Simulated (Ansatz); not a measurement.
Two G0W0 runs on BiB (4H polytype) (P6_3mc).

The structure was built from a prototype and need not be the compound's stable phase.

```
B Bi
1.0
     3.89563    0.00000    0.00000
    -1.94781    3.37371    0.00000
     0.00000    0.00000   12.76029
B Bi
4 4
Direct
  0.00000 0.00000 0.00046
  0.33333 0.66667 0.24944
  0.00000 0.00000 0.50046
  0.66667 0.33333 0.74944
  0.00000 0.00000 0.18722
  0.33333 0.66667 0.43789
  0.00000 0.00000 0.68722
  0.66667 0.33333 0.93789
```

The structure was relaxed with PBE. The structure type comes from a generator and need not be one that this composition takes. The runs that relaxed it are not among those shown. Spin-orbit coupling is left out unless a run names it. PAW set soft_2, made with PBE.

The first (Ansatz 0.2.0; start PBE, 6×6×2 mesh, 500 empty bands, screening to 120 eV; 8 threads of Arm Neoverse V2, shared host) gave, on its mesh: starting gap 0.19 eV, G0W0 gap 0.48 eV, RPA ε∞ (mean) 223.45, 9.7 min.

The second gave: starting gap 0.19 eV, G0W0 gap 0.47 eV, RPA ε∞ (mean) 223.92, 1.8 min.

**Question.** What was changed in the input? Choose among start, files, mesh, bands and cutoff, frequency model or another key.

Changed: empty bands from 500 to 232 and screening cutoff (eV) from 120.0 to 72. The starting gap stayed, which rules out the functional and points to the GW step. Other changes could give like numbers; this is the one that was made.

Limits: not at the basis limit; model gap, bands may invert with spin-orbit coupling; screening runs away on this mesh; no spin-orbit coupling; coarse k mesh.

[Paths, hosts, dates, memory and timing lines, banners, echoed tables and standing remarks are left out of the program output.]

[Logs are printed without paths, hosts, clocks, repeated set-up lines and the standing remarks that a program may print on its own settings, such as how far it seeks lower states.]

[Runs of the session that timed out or met a known fault of the program may be left out.]

[Cells called generated may have been cut or substituted from an entry of the Crystallography Open Database or the Materials Project.]

[Hosts, paths, dates, database ids (printed as entryN), source tags and the programs' standing remarks are cut or masked in the printed files.]
